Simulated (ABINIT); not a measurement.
BaTiO3 (P4mm): refractive index against wavelength

The refractive index of BaTiO3 (P4mm) along x below the direct gap (2.11 eV on the mesh) is read from one computed spectrum, n = √(Re ε). x, y and z are the Cartesian axes of the input cell.

The structure is tetragonal, space group P4mm (No. 99). The conventional cell has a = 4.000 Å, b = 4.000 Å, c = 4.018 Å, α = 90.00°, β = 90.00°, γ = 90.00°. Around Ba on site a lie 12 O at 2.79 to 2.88 Å. Around Ti on site b lie 6 O at 1.89 to 2.13 Å. O on site c is surrounded by 2 Ti at 2.00 Å. O on site b has 2 Ti at 1.89 to 2.13 Å as nearest neighbours.

Method: ABINIT 10.8.3, PBE, independent particles, k-mesh 8×8×8, Lorentzian half width 0.05 eV.

Launch of the response step: `optic optic.abi`. The run took 6.9 min, its band step included, on 4 threads of Intel(R) Xeon(R) Platinum 8375C CPU @ 2.90GHz (Ice Lake), with other jobs on the host.

```tsv
wavelength (nm)	photon energy E (eV)	n
3000	0.413	2.5650
2000	0.620	2.5758
1550	0.800	2.5892
1310	0.946	2.6032
1064	1.165	?
850	1.459	2.6814
```

In the single-oscillator model n² − 1 = E₀E_d/(E₀² − E²), so 1/(n² − 1) = E₀/E_d − E²/(E₀E_d) is linear in E².

Working, on the rows shown:

| x = E² (eV²) | y = 1/(n² − 1) |
| --- | --- |
| 0.170801 | 0.179236 |
| 0.384302 | 0.17747 |
| 0.639837 | 0.175317 |
| 0.895757 | 0.173111 |
| 2.12762 | 0.161553 |

Means: x̄ = 0.84366, ȳ = 0.17334. Σ(x − x̄)(y − ȳ) = -0.02141, Σ(x − x̄)² = 2.357. Slope = -0.02141 / 2.357 = -0.009087; intercept = ȳ − slope · x̄ = 0.181. Turned back into n, the line misses the rows shown by at most 0.0016.

Problem. What does the fit predict for the withheld row, and how well does it do?

Solution. At x = 1.3578 the line gives y = 0.16867, that is 2.6323. The run gave 2.6302, so the interpolation is off by 0.0021, 1.8 % of the range in the table.

Refitted with all rows, the slope is -0.009035 and the intercept 0.18101. These give E₀ = √(intercept/−slope) = 4.48 eV and E_d = E₀/intercept = 24.7 eV; E₀ is 2.1 times the direct gap. The electronic limit at long wavelengths, without lattice vibrations, is n = √(1 + 1/intercept) = 2.554. The cell comes from an older database entry, whose edges can be off by a per cent or so. Excitons are left out and so are local fields; PBE gaps are as a rule too small. The values come from a sum over the points of one k-mesh and carry its error, which grows as the direct gap shrinks. Spin-orbit coupling is left out.

[Logs are printed without paths, hosts, clocks, repeated set-up lines and the standing remarks that a program may print on its own settings, such as how far it seeks lower states.]
